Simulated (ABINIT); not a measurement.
# LaAlS3 (Pm-3m): zone-centre phonons, part 3 of 5

Which modes does LaAlS3 (Pm-3m) have at the zone centre?

ABINIT 10.8.3; DFT PBE, scalar-relativistic, plane waves, SPMS norm-conserving pseudopotentials.

So far. Step 4 (Relaxation): The volume changes by -0.1 % in this run and stands +4.1 % from the first cell. Step 6 (Zone-centre response): The acoustic modes at Γ come out as far as 3.7 cm⁻¹ from zero, where they should vanish, a small numerical error. The lowest optical mode is imaginary, 89i cm⁻¹, an instability at this level and on this k mesh. The relaxed cell has a = 4.679 Å (conventional setting).

The structure was built from a prototype and need not be the compound's stable phase.

### Step 7. Modes with the sum rule

anaddb reads the merged derivatives and imposes the acoustic sum rule.

Contents of anaddb.abi:

```
ddb_filepath "gamma_DDB"
output_file "anaddb.abo"
outdata_prefix "anaddb"
asr 1
chneut 1
enunit 2
eivec 1
nph1l 1
qph1l 0.0 0.0 0.0 1.0
```

Contents of mrgddb.in:

```
gamma_DDB
merged
2
dfpt_gammao_DDB
gso_DDB
```

Command:

```console
$ mrgddb < mrgddb.in > mrgddb.log
$ OMP_NUM_THREADS=1 anaddb anaddb.abi > anaddb.log
```

anaddb.abo, the main output file:

```text
-outvars_anaddb: echo values of input variables ----------------------

 Miscellaneous information :
      enunit         2
       eivec         1
         asr         1
 First list of wavevector (reduced coord.) :
       nph1l         1
       qph1l
                     0.00000000E+00  0.00000000E+00  0.00000000E+00    1.000E+00

================================================================================

 read the DDB information and perform some checks

  ==== Info on the Cryst% object ====
 Real(R)+Recip(G) space primitive vectors, cartesian coordinates (Bohr,Bohr^-1):
 R(1)=  8.8418667  0.0000000  0.0000000  G(1)=  0.1130983  0.0000000  0.0000000
 R(2)=  0.0000000  8.8418667  0.0000000  G(2)=  0.0000000  0.1130983  0.0000000
 R(3)=  0.0000000  0.0000000  8.8418667  G(3)=  0.0000000  0.0000000  0.1130983
 Unit cell volume ucvol=  6.9124482E+02 bohr^3
 Angles (23,13,12)=  9.00000000E+01  9.00000000E+01  9.00000000E+01 degrees
 Time-reversal symmetry is present
 Reduced atomic positions [iatom, xred, symbol]:
    1)    0.0000000  0.0000000  0.0000000  La
    2)    0.5000000  0.5000000  0.5000000  Al
    3)    0.5000000  0.5000000  0.0000000   S
    4)    0.5000000  0.0000000  0.5000000   S
    5)    0.0000000  0.5000000  0.5000000   S

 DDB file with 3 blocks has been read.

================================================================================

 Treat the first list of vectors

  Phonon wavevector (reduced coordinates) :  0.00000  0.00000  0.00000
 Phonon energies in Hartree :
  -4.055129E-04 -4.055129E-04 -4.055129E-04 -3.871049E-04 -3.871049E-04
  -3.871049E-04  0.000000E+00  0.000000E+00  0.000000E+00  4.928118E-04
   4.928118E-04  4.928118E-04  1.831814E-03  1.831814E-03  1.831814E-03
 Phonon energies in meV     :
- -1.103457E+01 -1.103457E+01 -1.103457E+01 -1.053366E+01 -1.053366E+01
- -1.053366E+01  0.000000E+00  0.000000E+00  0.000000E+00  1.341009E+01
-  1.341009E+01  1.341009E+01  4.984621E+01  4.984621E+01  4.984621E+01
 Phonon frequencies in cm-1    :
- -8.899979E+01 -8.899979E+01 -8.899979E+01 -8.495971E+01 -8.495971E+01
- -8.495971E+01  0.000000E+00  0.000000E+00  0.000000E+00  1.081597E+02
-  1.081597E+02  1.081597E+02  4.020368E+02  4.020368E+02  4.020368E+02
 Phonon frequencies in Thz     :
- -2.668147E+00 -2.668147E+00 -2.668147E+00 -2.547028E+00 -2.547028E+00
- -2.547028E+00  0.000000E+00  0.000000E+00  0.000000E+00  3.242546E+00
-  3.242546E+00  3.242546E+00  1.205276E+01  1.205276E+01  1.205276E+01
 Phonon energies in Kelvin  :
- -1.280508E+02 -1.280508E+02 -1.280508E+02 -1.222381E+02 -1.222381E+02
- -1.222381E+02  0.000000E+00  0.000000E+00  0.000000E+00  1.556176E+02
-  1.556176E+02  1.556176E+02  5.784412E+02  5.784412E+02  5.784412E+02

 Eigendisplacements
 (will be given, for each mode : in cartesian coordinates
   for each atom the real part of the displacement vector,
   then the imaginary part of the displacement vector - absolute values smaller than 1.0d-7 are set to zero)
  Mode number    1   Energy   -4.055129E-04
 Attention : low frequency mode.
   (Could be unstable or acoustic mode)
-  1  0.00000000E+00  0.00000000E+00  0.00000000E+00
-     0.00000000E+00  0.00000000E+00  0.00000000E+00
-  2  0.00000000E+00  0.00000000E+00  0.00000000E+00
-     0.00000000E+00  0.00000000E+00  0.00000000E+00
-  3  0.00000000E+00  0.00000000E+00  0.00000000E+00
-     0.00000000E+00  0.00000000E+00  0.00000000E+00
-  4  0.00000000E+00  0.00000000E+00  2.92470830E-03
-     0.00000000E+00  0.00000000E+00  0.00000000E+00
-  5  0.00000000E+00  0.00000000E+00 -2.92470830E-03
-     0.00000000E+00  0.00000000E+00  0.00000000E+00
  Mode number    2   Energy   -4.055129E-04
 Attention : low frequency mode.
   (Could be unstable or acoustic mode)
-  1  0.00000000E+00  0.00000000E+00  0.00000000E+00
-     0.00000000E+00  0.00000000E+00  0.00000000E+00
-  2  0.00000000E+00  0.00000000E+00  0.00000000E+00
-     0.00000000E+00  0.00000000E+00  0.00000000E+00
-  3  0.00000000E+00 -2.92470830E-03  0.00000000E+00
-     0.00000000E+00  0.00000000E+00  0.00000000E+00
-  4  0.00000000E+00  0.00000000E+00  0.00000000E+00
-     0.00000000E+00  0.00000000E+00  0.00000000E+00
-  5  0.00000000E+00  2.92470830E-03  0.00000000E+00
-     0.00000000E+00  0.00000000E+00  0.00000000E+00
  Mode number    3   Energy   -4.055129E-04
 Attention : low frequency mode.
   (Could be unstable or acoustic mode)
-  1  0.00000000E+00  0.00000000E+00  0.00000000E+00
-     0.00000000E+00  0.00000000E+00  0.00000000E+00
-  2  0.00000000E+00  0.00000000E+00  0.00000000E+00
-     0.00000000E+00  0.00000000E+00  0.00000000E+00
-  3  2.92470830E-03  0.00000000E+00  0.00000000E+00
-     0.00000000E+00  0.00000000E+00  0.00000000E+00
-  4 -2.92470830E-03  0.00000000E+00  0.00000000E+00
-     0.00000000E+00  0.00000000E+00  0.00000000E+00
-  5  0.00000000E+00  0.00000000E+00  0.00000000E+00
-     0.00000000E+00  0.00000000E+00  0.00000000E+00
  Mode number    4   Energy   -3.871049E-04
 Attention : low frequency mode.
   (Could be unstable or acoustic mode)
-  1  0.00000000E+00  0.00000000E+00  1.25362341E-03
-     0.00000000E+00  0.00000000E+00  0.00000000E+00
-  2  0.00000000E+00  0.00000000E+00 -2.61702380E-04
-     0.00000000E+00  0.00000000E+00  0.00000000E+00
-  3  0.00000000E+00  0.00000000E+00 -8.44390928E-04
-     0.00000000E+00  0.00000000E+00  0.00000000E+00
-  4  0.00000000E+00  0.00000000E+00 -2.18281705E-03
-     0.00000000E+00  0.00000000E+00  0.00000000E+00
-  5  0.00000000E+00  0.00000000E+00 -2.18281705E-03
-     0.00000000E+00  0.00000000E+00  0.00000000E+00
  Mode number    5   Energy   -3.871049E-04
 Attention : low frequency mode.
   (Could be unstable or acoustic mode)
-  1  0.00000000E+00 -1.25362341E-03  0.00000000E+00
-     0.00000000E+00  0.00000000E+00  0.00000000E+00
-  2  0.00000000E+00  2.61702380E-04  0.00000000E+00
-     0.00000000E+00  0.00000000E+00  0.00000000E+00
-  3  0.00000000E+00  2.18281705E-03  0.00000000E+00
-     0.00000000E+00  0.00000000E+00  0.00000000E+00
-  4  0.00000000E+00  8.44390927E-04  0.00000000E+00
-     0.00000000E+00  0.00000000E+00  0.00000000E+00
-  5  0.00000000E+00  2.18281705E-03  0.00000000E+00
-     0.00000000E+00  0.00000000E+00  0.00000000E+00
  Mode number    6   Energy   -3.871049E-04
 Attention : low frequency mode.
   (Could be unstable or acoustic mode)
-  1  1.25362341E-03  0.00000000E+00  0.00000000E+00
-     0.00000000E+00  0.00000000E+00  0.00000000E+00
-  2 -2.61702380E-04  0.00000000E+00  0.00000000E+00
-     0.00000000E+00  0.00000000E+00  0.00000000E+00
-  3 -2.18281705E-03  0.00000000E+00  0.00000000E+00
-     0.00000000E+00  0.00000000E+00  0.00000000E+00
-  4 -2.18281705E-03  0.00000000E+00  0.00000000E+00
-     0.00000000E+00  0.00000000E+00  0.00000000E+00
-  5 -8.44390928E-04  0.00000000E+00  0.00000000E+00
-     0.00000000E+00  0.00000000E+00  0.00000000E+00
  Mode number    7   Energy    0.000000E+00
 Attention : low frequency mode.
   (Could be unstable or acoustic mode)
-  1  0.00000000E+00  0.00000000E+00  1.44673087E-03
-     0.00000000E+00  0.00000000E+00  0.00000000E+00
-  2  0.00000000E+00  0.00000000E+00  1.44680735E-03
-     0.00000000E+00  0.00000000E+00  0.00000000E+00
-  3  0.00000000E+00  0.00000000E+00  1.44681417E-03
-     0.00000000E+00  0.00000000E+00  0.00000000E+00
-  4  0.00000000E+00  0.00000000E+00  1.44680796E-03
-     0.00000000E+00  0.00000000E+00  0.00000000E+00
-  5  0.00000000E+00  0.00000000E+00  1.44680796E-03
-     0.00000000E+00  0.00000000E+00  0.00000000E+00
  Mode number    8   Energy    0.000000E+00
 Attention : low frequency mode.
   (Could be unstable or acoustic mode)
-  1  0.00000000E+00  1.44673087E-03  0.00000000E+00
-     0.00000000E+00  0.00000000E+00  0.00000000E+00
-  2  0.00000000E+00  1.44680735E-03  0.00000000E+00
-     0.00000000E+00  0.00000000E+00  0.00000000E+00
-  3  0.00000000E+00  1.44680796E-03  0.00000000E+00
-     0.00000000E+00  0.00000000E+00  0.00000000E+00
-  4  0.00000000E+00  1.44681417E-03  0.00000000E+00
-     0.00000000E+00  0.00000000E+00  0.00000000E+00
-  5  0.00000000E+00  1.44680796E-03  0.00000000E+00
-     0.00000000E+00  0.00000000E+00  0.00000000E+00
  Mode number    9   Energy    0.000000E+00
 Attention : low frequency mode.
   (Could be unstable or acoustic mode)
-  1  1.44673087E-03  0.00000000E+00  0.00000000E+00
-     0.00000000E+00  0.00000000E+00  0.00000000E+00
-  2  1.44680735E-03  0.00000000E+00  0.00000000E+00
-     0.00000000E+00  0.00000000E+00  0.00000000E+00
-  3  1.44680796E-03  0.00000000E+00  0.00000000E+00
-     0.00000000E+00  0.00000000E+00  0.00000000E+00
-  4  1.44680796E-03  0.00000000E+00  0.00000000E+00
-     0.00000000E+00  0.00000000E+00  0.00000000E+00
-  5  1.44681417E-03  0.00000000E+00  0.00000000E+00
-     0.00000000E+00  0.00000000E+00  0.00000000E+00
  Mode number   10   Energy    4.928118E-04
-  1  0.00000000E+00  0.00000000E+00  5.33569002E-04
-     0.00000000E+00  0.00000000E+00  0.00000000E+00
-  2  0.00000000E+00  0.00000000E+00 -3.31953015E-03
-     0.00000000E+00  0.00000000E+00  0.00000000E+00
-  3  0.00000000E+00  0.00000000E+00 -1.92502920E-03
-     0.00000000E+00  0.00000000E+00  0.00000000E+00
-  4  0.00000000E+00  0.00000000E+00  1.20349476E-03
-     0.00000000E+00  0.00000000E+00  0.00000000E+00
-  5  0.00000000E+00  0.00000000E+00  1.20349476E-03
-     0.00000000E+00  0.00000000E+00  0.00000000E+00
  Mode number   11   Energy    4.928118E-04
-  1  0.00000000E+00 -5.33569002E-04  0.00000000E+00
-     0.00000000E+00  0.00000000E+00  0.00000000E+00
-  2  0.00000000E+00  3.31953015E-03  0.00000000E+00
-     0.00000000E+00  0.00000000E+00  0.00000000E+00
-  3  0.00000000E+00 -1.20349476E-03  0.00000000E+00
-     0.00000000E+00  0.00000000E+00  0.00000000E+00
-  4  0.00000000E+00  1.92502920E-03  0.00000000E+00
-     0.00000000E+00  0.00000000E+00  0.00000000E+00
-  5  0.00000000E+00 -1.20349476E-03  0.00000000E+00
-     0.00000000E+00  0.00000000E+00  0.00000000E+00
  Mode number   12   Energy    4.928118E-04
-  1  5.33569002E-04  0.00000000E+00  0.00000000E+00
-     0.00000000E+00  0.00000000E+00  0.00000000E+00
-  2 -3.31953015E-03  0.00000000E+00  0.00000000E+00
-     0.00000000E+00  0.00000000E+00  0.00000000E+00
-  3  1.20349476E-03  0.00000000E+00  0.00000000E+00
-     0.00000000E+00  0.00000000E+00  0.00000000E+00
-  4  1.20349476E-03  0.00000000E+00  0.00000000E+00
-     0.00000000E+00  0.00000000E+00  0.00000000E+00
-  5 -1.92502920E-03  0.00000000E+00  0.00000000E+00
-     0.00000000E+00  0.00000000E+00  0.00000000E+00
  Mode number   13   Energy    1.831814E-03
-  1  0.00000000E+00  0.00000000E+00  2.29379274E-06
-     0.00000000E+00  0.00000000E+00  0.00000000E+00
-  2  0.00000000E+00  0.00000000E+00  2.67407104E-03
-     0.00000000E+00  0.00000000E+00  0.00000000E+00
-  3  0.00000000E+00  0.00000000E+00 -3.25512405E-03
-     0.00000000E+00  0.00000000E+00  0.00000000E+00
-  4  0.00000000E+00  0.00000000E+00  4.97569553E-04
-     0.00000000E+00  0.00000000E+00  0.00000000E+00
-  5  0.00000000E+00  0.00000000E+00  4.97569553E-04
-     0.00000000E+00  0.00000000E+00  0.00000000E+00
  Mode number   14   Energy    1.831814E-03
-  1  0.00000000E+00  2.29379274E-06  0.00000000E+00
-     0.00000000E+00  0.00000000E+00  0.00000000E+00
-  2  0.00000000E+00  2.67407104E-03  0.00000000E+00
-     0.00000000E+00  0.00000000E+00  0.00000000E+00
-  3  0.00000000E+00  4.97569553E-04  0.00000000E+00
-     0.00000000E+00  0.00000000E+00  0.00000000E+00
-  4  0.00000000E+00 -3.25512404E-03  0.00000000E+00
-     0.00000000E+00  0.00000000E+00  0.00000000E+00
-  5 -1.12694087E-07  4.97569553E-04  0.00000000E+00
-     0.00000000E+00  0.00000000E+00  0.00000000E+00
  Mode number   15   Energy    1.831814E-03
-  1  2.29379274E-06  0.00000000E+00  0.00000000E+00
-     0.00000000E+00  0.00000000E+00  0.00000000E+00
-  2  2.67407104E-03  0.00000000E+00  0.00000000E+00
-     0.00000000E+00  0.00000000E+00  0.00000000E+00
-  3  4.97569553E-04  0.00000000E+00  0.00000000E+00
-     0.00000000E+00  0.00000000E+00  0.00000000E+00
-  4  4.97569553E-04  1.12694087E-07  0.00000000E+00
-     0.00000000E+00  0.00000000E+00  0.00000000E+00
-  5 -3.25512404E-03  0.00000000E+00  0.00000000E+00
-     0.00000000E+00  0.00000000E+00  0.00000000E+00

 Analysis of degeneracies and characters (maximum tolerance=1.00E-06 a.u.)
 For each vibration mode, or group of modes if degenerate,
 the characters are given for each symmetry operation (see the list in the log file).
 Symmetry characters of vibration mode #   1
       degenerate with vibration modes #   2 to    3
  3.0 -3.0 -1.0  1.0 -1.0  1.0 -1.0  1.0 -1.0  1.0  1.0 -1.0 -1.0  1.0  1.0 -1.0
 -0.0  0.0 -0.0  0.0  0.0 -0.0  0.0 -0.0 -1.0  1.0  1.0 -1.0  1.0 -1.0 -1.0  1.0
 -0.0  0.0  0.0 -0.0  0.0 -0.0 -0.0  0.0 -1.0  1.0 -1.0  1.0  1.0 -1.0  1.0 -1.0
 Symmetry characters of vibration mode #   4
       degenerate with vibration modes #   5 to    6
  3.0 -3.0 -1.0  1.0 -1.0  1.0 -1.0  1.0  1.0 -1.0 -1.0  1.0  1.0 -1.0 -1.0  1.0
  0.0 -0.0 -0.0  0.0 -0.0  0.0  0.0 -0.0  1.0 -1.0 -1.0  1.0 -1.0  1.0  1.0 -1.0
  0.0 -0.0 -0.0  0.0  0.0 -0.0 -0.0  0.0  1.0 -1.0  1.0 -1.0 -1.0  1.0 -1.0  1.0
 Symmetry characters of vibration mode #   7
       degenerate with vibration modes #   8 to    9
  3.0 -3.0 -1.0  1.0 -1.0  1.0 -1.0  1.0  1.0 -1.0 -1.0  1.0  1.0 -1.0 -1.0  1.0
  0.0 -0.0  0.0 -0.0 -0.0  0.0  0.0 -0.0  1.0 -1.0 -1.0  1.0 -1.0  1.0  1.0 -1.0
  0.0 -0.0 -0.0  0.0  0.0 -0.0  0.0 -0.0  1.0 -1.0  1.0 -1.0 -1.0  1.0 -1.0  1.0
 Symmetry characters of vibration mode #  10
       degenerate with vibration modes #  11 to   12
  3.0 -3.0 -1.0  1.0 -1.0  1.0 -1.0  1.0  1.0 -1.0 -1.0  1.0  1.0 -1.0 -1.0  1.0
  0.0 -0.0  0.0 -0.0 -0.0  0.0 -0.0  0.0  1.0 -1.0 -1.0  1.0 -1.0  1.0  1.0 -1.0
  0.0 -0.0 -0.0  0.0 -0.0  0.0  0.0 -0.0  1.0 -1.0  1.0 -1.0 -1.0  1.0 -1.0  1.0
 Symmetry characters of vibration mode #  13
       degenerate with vibration modes #  14 to   15
  3.0 -3.0 -1.0  1.0 -1.0  1.0 -1.0  1.0  1.0 -1.0 -1.0  1.0  1.0 -1.0 -1.0  1.0
 -0.0  0.0 -0.0  0.0  0.0 -0.0  0.0 -0.0  1.0 -1.0 -1.0  1.0 -1.0  1.0  1.0 -1.0
 -0.0  0.0  0.0 -0.0  0.0 -0.0 -0.0  0.0  1.0 -1.0  1.0 -1.0 -1.0  1.0 -1.0  1.0
-
```

It took 0.72 s on 1 thread of Intel Xeon at 2.70GHz, shared host.

This step gave:

* lowest optical zone-centre mode: -89 cm⁻¹

No LO-TO term; unit eigenvectors of the mass-weighted matrix, from anaddb's displacements. The modes at Γ (shares of kinetic energy by element, %) (negative means imaginary):

```
mode  frequency (cm⁻¹)  symmetry  La %  Al %  S %
   1             -89.0       T2u     0     0  100
   2             -89.0       T2u     0     0  100
   3             -89.0       T2u     0     0  100
   4             -85.0       T1u    40     0   60
   5             -85.0       T1u    40     0   60
   6             -85.0       T1u    40     0   60
   7               0.0  acoustic    53    10   37
   8               0.0  acoustic    53    10   37
   9               0.0  acoustic    53    10   37
  10             108.2       T1u     7    54   39
  11             108.2       T1u     7    54   39
  12             108.2       T1u     7    54   39
  13             402.0       T1u     0    35   65
  14             402.0       T1u     0    35   65
  15             402.0       T1u     0    35   65
```

Displacements in mode 1 (-89.0 cm⁻¹), the largest set to 1:
```
La1  0.00  0.00  0.00
Al2  0.00  0.00  0.00
S3   0.00  0.00  0.00
S4   0.00  0.00  1.00
S5   0.00  0.00 -1.00
```

Displacements in mode 4 (-85.0 cm⁻¹), the largest set to 1:
```
La1  0.00  0.00  0.57
Al2  0.00  0.00 -0.12
S3   0.00  0.00 -0.39
S4   0.00  0.00 -1.00
S5   0.00  0.00 -1.00
```

The rule moves no optical mode by more than 0.2 cm⁻¹.

(Continued in part 4 of 5.)

[Host names and launcher messages were left out of these logs when they were recorded.]

[Logs are printed without paths, hosts, clocks, repeated set-up lines and the standing remarks that a program may print on its own settings, such as how far it seeks lower states.]

[Hosts, paths, dates, database ids (printed as entryN), source tags and the programs' standing remarks are cut or masked in the printed files.]
